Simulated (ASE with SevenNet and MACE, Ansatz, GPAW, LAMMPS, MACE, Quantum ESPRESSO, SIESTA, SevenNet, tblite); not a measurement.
**Amorphous 28Y2O3-72Al2O3 (mol %) (90 atoms) in machine-learned potentials**

Wanted: machine-learned potentials inputs and outputs for amorphous 28Y2O3-72Al2O3 (mol %) (90 atoms), checked against a plane-wave reference.

Program: ASE with SevenNet and MACE. Level of theory: the method is named at each step. Results are calculated unless marked as measured.

## (1) The structure

The cell holds 90 atoms: 10 Y, 26 Al and 54 O. Its edges and angles: a = 10.194 Å, b = 10.194 Å, c = 10.194 Å, α = 90.0°, β = 90.0°, γ = 90.0°. 90 atoms (10 Er, 26 Al, 54 O) placed at random at 4.86 g/cm³, melted at 5000 K for 10 ps at fixed volume with the Morse and Coulomb pair potential with partial charges (Pedone, Malavasi, Menziani, Cormack and Segre, J. Phys. Chem. B 110, 11780 (2006)). Quenched from 5000 K to 300 K at 20 K/ps and fixed volume, held 10 ps at zero pressure, then minimised at fixed cell. Then Er was replaced by Y and the cell scaled by 1.009 (the potential has no terms for the new elements, so the cell is a start for a DFT relaxation).

The yardstick, on the same geometry:

```
method                                           : Kohn-Sham DFT, PBE, SSSP efficiency 1.3.0 pseudopotentials, plane waves (Quantum ESPRESSO 7.5); sssp-pbe-1.3.0-efficiency, cutoffs 60/480 Ry, Γ point
r.m.s. force component                           : 0.4469 eV/Å
longest force                                    : 1.724 eV/Å
pressure                                         : 6.434 GPa
gap (highest filled to lowest empty level) : 4.028 eV
time                                             : 3 min on 4 MPI ranks of Arm Neoverse V1, shared host
CPU time                                         : 12 min
```

## (2) SevenNet 0 potential

Method: machine-learned interatomic potential SevenNet 0, trained on PBE(+U) plane-wave data.

Contents of run.py:

```python
import numpy as np
from ase.io import read
import mlip  # loads the published weights by name

atoms = read("structure.xyz")
atoms.calc = mlip.calc("7net-0")
energy = atoms.get_potential_energy()
forces = atoms.get_forces()
print(f"energy {energy:.6f} eV")
print("forces (eV/A)")
for i, (a, f) in enumerate(zip(atoms, forces)):
    print(f"{i:4d} {a.symbol:2s} {f[0]:10.5f} {f[1]:10.5f} {f[2]:10.5f}")
stress = -atoms.get_stress(voigt=False) * 160.21766
print("stress (GPa, compression positive)")
for row in stress:
    print(" ".join(f"{x:10.4f}" for x in row))
```

Contents of structure.xyz:

```xyz
90
Lattice="10.19357 0.00000 0.00000 0.00000 10.19357 0.00000 0.00000 0.00000 10.19357" Properties=species:S:1:pos:R:3 pbc="T T T"
Y 7.46761 4.10923 7.05477
Y 5.56844 3.43228 4.81575
Y 6.09433 2.86011 0.39082
Y 7.91266 7.61093 7.31664
Y 3.79649 10.19010 5.35142
Y 7.58616 9.63221 9.79521
Y 9.14649 5.34744 9.74974
Y 7.89951 0.46167 5.56334
Y 10.12150 3.15613 5.28007
Y 2.43687 1.48245 0.56034
Al 2.56246 5.86456 4.50270
Al 0.86961 0.46697 3.84940
Al 5.97384 6.94865 4.83603
Al 9.15372 2.27164 0.01723
Al 1.53362 4.31789 0.86910
Al 7.05201 5.53766 2.61689
Al 9.96065 5.12920 3.03065
Al 4.20943 7.27148 6.79656
Al 0.21926 9.04241 1.72118
Al 3.73309 4.91962 9.20857
Al 2.83493 2.97652 3.63115
Al 9.06453 7.66088 4.13268
Al 0.95473 5.39026 6.93937
Al 4.80555 8.97839 0.26513
Al 2.36165 2.52179 7.81979
Al 2.65532 9.93832 8.16780
Al 4.21331 7.60767 2.95807
Al 7.97983 2.37041 3.07132
Al 1.08857 8.28737 6.09463
Al 6.31369 6.25600 9.81019
Al 2.33637 6.96608 1.20457
Al 10.00173 0.40458 8.01745
Al 5.04969 0.69347 2.73443
Al 0.50968 7.78615 9.12539
Al 5.29138 1.45880 7.57780
Al 7.41236 9.61733 2.66338
O 0.38899 3.28213 0.06147
O 5.25795 4.87242 10.03567
O 4.34165 9.33874 3.38773
O 4.20322 1.79937 3.99027
O 1.68989 3.79833 6.94080
O 5.51064 3.11189 7.10206
O 7.53539 8.59338 4.13828
O 8.01031 1.99193 1.30488
O 0.70162 6.16691 8.50908
O 3.50302 9.84169 9.66972
O 7.76118 2.73188 5.17028
O 3.92870 6.00738 7.89421
O 3.15022 3.23004 9.21764
O 9.56381 7.85496 5.80717
O 3.49823 1.24729 7.23417
O 5.79321 6.72653 3.05369
O 1.60192 9.62293 5.13297
O 9.33466 3.50404 3.08141
O 1.52812 1.13454 8.60439
O 7.45048 5.82675 0.95259
[... 30 atom lines left out ...]
O 8.32539 9.75678 7.57719
O 1.58551 2.00508 4.33298
O 3.55868 4.37416 4.40566
O 0.21559 8.16199 3.23004
```

Run with:

```sh
> OMP_NUM_THREADS=1 python run.py > output.txt
```

What it wrote:

```text
energy -701.870911 eV
forces (eV/A)
   0 Y     0.29992   -0.07881    0.59396
   1 Y    -0.32031    0.22338   -0.09335
   2 Y     0.24442   -0.22643   -0.08795
   3 Y     0.27609   -0.18098   -0.71081
   4 Y     0.25900   -0.04315   -0.30883
   5 Y     0.56141    0.63258    0.18539
   6 Y    -0.14144   -0.52989    0.19004
   7 Y     0.37171    0.25507    0.25157
   8 Y    -0.17508   -0.53410   -0.10219
   9 Y     0.23534   -0.13383    0.69784
  10 Al   -0.19707   -0.21982   -0.11866
  11 Al   -0.19953   -0.28351   -0.08570
  12 Al    0.01713   -0.01405   -0.16657
  13 Al   -0.12057    0.90803   -0.03752
  14 Al   -0.78612    0.00229    0.37031
  15 Al    0.16326   -0.13882    0.46271
  16 Al   -0.35111   -0.52221    0.07352
  17 Al    0.47722   -0.26723   -0.23057
  18 Al   -0.27127   -0.15529    0.91270
  19 Al   -0.06563    0.04317   -0.36708
  20 Al   -0.02088   -0.01156   -0.13057
  21 Al   -0.19193    0.39999   -0.19356
  22 Al   -0.47424   -0.16927    0.56018
  23 Al    0.14359   -0.09956   -0.01887
[...]
82 O     0.50462    0.73929   -0.34435
  83 O    -0.15393   -0.36854   -0.57847
  84 O    -0.75049   -0.06643   -0.10890
  85 O    -0.54622    0.54347   -0.99230
  86 O     0.11299   -0.39684    0.56788
  87 O     0.18277   -0.31916    0.34327
  88 O     0.13557    0.02655    0.25132
  89 O     1.02363    0.11761   -0.36688
stress (GPa, compression positive)
    6.8515     0.2009    -1.3955
    0.2009     4.6844     1.2368
   -1.3955     1.2368     7.8852
```

It took 9.5 s on 1 thread of Arm Neoverse V1, shared host; peak memory 1 GiB.

Banners, paths, timers and routine set-up lines are dropped from the logs unmarked, and long logs keep their key lines alone; longer cuts are marked.

Numbers from this run, and their distance from the reference:

```
r.m.s. force component                  : 0.4009 eV/Å
r.m.s. difference of force components   : 88.23 meV/Å
longest difference of force vectors     : 312.6 meV/Å
force difference over r.m.s. force      : 19.74 %
slope of forces against the reference's : 0.8828
correlation of force components         : 0.9842
pressure                                : 6.474 GPa
pressure difference                     : 0.04 GPa
```

Length of the force difference by element (eV/Å):

```tsv
element	atoms	mean	most
Al	26	0.100	0.15
O	54	0.15	0.30
Y	10	0.14	0.31
```

Local excerpt of 9 atoms (numbers count through the whole input) about O90, which has 2 bonded neighbours where the commonest count for O is 3; x, y, z are measured from there.

```tsv
atom	x	y	z	distance (Å)	bonds	Fx	Fy	Fz (eV/Å)
O90	0.00	0.00	0.00	0.00	2	1.02	0.12	-0.37
Al22	-1.34	-0.50	0.90	1.70	4	-0.19	0.40	-0.19
Al19	0.00	0.88	-1.51	1.75	4	-0.27	-0.16	0.91
O65	-1.73	1.03	-1.62	2.58	3	-0.28	0.20	-1.40
Al12	0.65	2.50	0.62	2.66	4	-0.20	-0.28	-0.09
O50	-0.85	-0.31	2.58	2.73	3	-0.11	0.02	0.50
O66	1.06	2.28	-1.14	2.76	3	0.37	0.17	-0.41
O71	-1.84	-2.04	0.23	2.76	3	-0.64	-0.37	-0.12
O53	1.39	1.46	1.90	2.77	3	0.36	0.31	-0.18
```

Atoms are counted from 1 here, from 0 in the log.

Forces lie 20 % from the reference's, at 0.012 times its CPU time (on 1 against 4 cores).

## (3) MACE MPA-0 medium potential

Method: machine-learned interatomic potential MACE MPA-0 medium, trained on PBE(+U) plane-wave data.

Edit run.py of step 2 so:

```diff
@@ -5,3 +5,3 @@
 atoms = read("structure.xyz")
-atoms.calc = mlip.calc("7net-0")
+atoms.calc = mlip.calc("mace-mpa-0-medium")
 energy = atoms.get_potential_energy()
```

structure.xyz is that of step 2.

What it wrote:

```text
energy -701.686415 eV
forces (eV/A)
   0 Y     0.21561   -0.18175    0.54289
   1 Y    -0.21404    0.17383    0.01662
   2 Y     0.15661   -0.19515   -0.09851
   3 Y     0.24521   -0.17471   -0.72369
   4 Y     0.37130   -0.06654   -0.49821
   5 Y     0.48957    0.66398    0.10980
   6 Y    -0.23341   -0.76826    0.01135
   7 Y     0.40125    0.46490    0.50771
   8 Y    -0.37638   -0.56049    0.03257
   9 Y     0.25880   -0.04376    0.78480
  10 Al   -0.08007   -0.12666   -0.26134
  11 Al   -0.26495   -0.27079   -0.08180
  12 Al   -0.04684    0.01329   -0.06289
  13 Al   -0.17078    0.98904   -0.11617
  14 Al   -0.70868   -0.09833    0.39602
  15 Al    0.10783   -0.07342    0.46998
  16 Al   -0.38725   -0.52825    0.07179
  17 Al    0.53632   -0.33270   -0.22866
  18 Al   -0.22564   -0.09705    1.08374
  19 Al    0.01834    0.05149   -0.55732
  20 Al    0.11486   -0.10146   -0.09155
  21 Al   -0.03321    0.40925   -0.26477
  22 Al   -0.54777   -0.16884    0.56652
  23 Al    0.24460   -0.12492    0.00986
[...]
82 O     0.37948    0.68846   -0.20150
  83 O    -0.14843   -0.45441   -0.56508
  84 O    -0.68175   -0.12251    0.01909
  85 O    -0.54472    0.48342   -1.02709
  86 O     0.06010   -0.47216    0.51220
  87 O     0.13336   -0.25558    0.35564
  88 O     0.12978    0.11986    0.29532
  89 O     0.97157    0.07089   -0.33991
stress (GPa, compression positive)
    7.4221     0.1605    -1.4634
    0.1605     5.1836     1.3955
   -1.4634     1.3955     8.4574
```

Run time: 9.5 s. Hardware: 1 thread; peak memory 1.2 GiB.

Numbers from this run, and their distance from the reference:

```
r.m.s. force component                  : 0.4073 eV/Å
r.m.s. difference of force components   : 105.7 meV/Å
longest difference of force vectors     : 353.2 meV/Å
force difference over r.m.s. force      : 23.65 %
slope of forces against the reference's : 0.8873
correlation of force components         : 0.9736
pressure                                : 7.021 GPa
pressure difference                     : 0.5873 GPa
```

Against the first run (20 %), the force difference from the reference is 24 %, at 1.1 times the CPU time.

## (4) SevenNet l3i5 potential

Method: machine-learned interatomic potential SevenNet l3i5, trained on PBE(+U) plane-wave data.

Edit run.py of step 3 so:

```diff
@@ -5,3 +5,3 @@
 atoms = read("structure.xyz")
-atoms.calc = mlip.calc("mace-mpa-0-medium")
+atoms.calc = mlip.calc("7net-l3i5")
 energy = atoms.get_potential_energy()
```

structure.xyz is that of step 3.

What it wrote:

```text
energy -701.691284 eV
forces (eV/A)
   0 Y     0.29004   -0.01546    0.72588
   1 Y    -0.29876    0.21612   -0.01885
   2 Y     0.18799   -0.20742   -0.14178
   3 Y     0.34551   -0.17818   -0.81436
   4 Y     0.25712   -0.22297   -0.35158
   5 Y     0.53138    0.61511    0.22032
   6 Y    -0.06739   -0.60278    0.11370
   7 Y     0.44853    0.27900    0.59152
   8 Y    -0.19864   -0.61488   -0.03283
   9 Y     0.26984   -0.18769    0.70520
  10 Al   -0.18411   -0.13669   -0.25949
  11 Al   -0.18540   -0.34748   -0.12316
  12 Al   -0.14877    0.02818    0.00090
  13 Al   -0.15513    0.97697   -0.12247
  14 Al   -0.74340    0.04600    0.35858
  15 Al    0.11442   -0.09067    0.42006
  16 Al   -0.28295   -0.53254    0.06296
  17 Al    0.59655   -0.30884   -0.20550
  18 Al   -0.17466   -0.06999    0.97937
  19 Al   -0.05090    0.19219   -0.47636
  20 Al   -0.07124   -0.03968   -0.16071
  21 Al   -0.04872    0.41295   -0.23995
  22 Al   -0.44210   -0.13877    0.60758
  23 Al    0.07005   -0.20090   -0.06008
[...]
82 O     0.47036    0.76945   -0.28552
  83 O    -0.14636   -0.37289   -0.57409
  84 O    -0.63477   -0.10307   -0.02634
  85 O    -0.58574    0.51334   -1.05114
  86 O    -0.00137   -0.38930    0.52299
  87 O     0.16099   -0.26181    0.40220
  88 O     0.17266    0.07486    0.29589
  89 O     1.02207    0.10107   -0.30968
stress (GPa, compression positive)
    6.8412     0.1580    -1.3803
    0.1580     4.7525     1.3293
   -1.3803     1.3293     7.9785
```

Wall time 12 s (1 thread); peak memory 1.7 GiB.

Against the reference:

```
r.m.s. force component                  : 0.4071 eV/Å
r.m.s. difference of force components   : 78.38 meV/Å
longest difference of force vectors     : 295.9 meV/Å
force difference over r.m.s. force      : 17.54 %
slope of forces against the reference's : 0.8995
correlation of force components         : 0.9875
pressure                                : 6.524 GPa
pressure difference                     : 0.0904 GPa
```

Against the first run (20 %), the force difference from the reference is 18 %, at 1.3 times the CPU time.

## (5) All runs compared

Differences are against the plane-wave reference, forces as r.m.s. over components; share is that over the reference's r.m.s. force, slope the least-squares factor from reference forces to these. Total energies of different programs have different zeros and aren't compared.

```tsv
run	Δ force, r.m.s. (meV/Å)	share (%)	slope	Δ pressure (GPa)	cores	CPU time	memory (GiB)
reference	-	-	-	-	4	12 min	3.5
SevenNet 0 potential	88.2	19.7	0.883	0.04	1	8.9 s	1.0
MACE MPA-0 medium potential	106	23.7	0.887	0.587	1	9.4 s	1.2
SevenNet l3i5 potential	78.4	17.5	0.899	0.0904	1	12 s	1.7
```

Times of the machine-learned potentials are mostly Python's start and the loading of weights.

CPU time is summed over cores on a shared host, where runs went side by side, so it is rough. Symmetry, cutoffs, thresholds, outputs and thread counts weren't matched or tuned between programs; memory under MPI is the largest rank's times the ranks.

## (6) Outcome

| Item | Value |
| --- | --- |
| nearest in forces | SevenNet l3i5 potential, 18 % |
| its CPU time | 12 s |

In words: Machine-learned potentials differ by 18 % (SevenNet l3i5 potential) to 24 % (MACE MPA-0 medium potential); they were trained on other programs' data. The reference's pressure holds the uncorrected Pulay stress of its 60 Ry basis, so small pressure differences, and their order, may be the reference's own error. Machine-learned potentials mimic data converged in k, so the reference's own k-point error enters their differences. The quench rate of 20 K/ps is many orders above laboratory rates, so the cell is likely richer in defects and strain than a real sample. The network of bonds at the start is that of the classical potential that made the cell, and needn't be the one that DFT or experiment would give. The reference's stress is far from hydrostatic: its diagonal is 6.7, 4.6, 7.9 GPa, compression counted positive. The reference's pressure of 6.4 GPa belongs to a cell and atoms that aren't relaxed at this level. The electronic-structure runs sample only Γ, in a cell whose shortest periodic width is 10 Å.

[Also dropped from logs without a mark: logging warnings of Python, and SIESTA's first energy breakdown and zero terms.]

[Logs are printed without paths, hosts, clocks, repeated set-up lines and the standing remarks that a program may print on its own settings, such as how far it seeks lower states.]

[Hosts, paths, dates, database ids (printed as entryN), source tags and the programs' standing remarks are cut or masked in the printed files.]
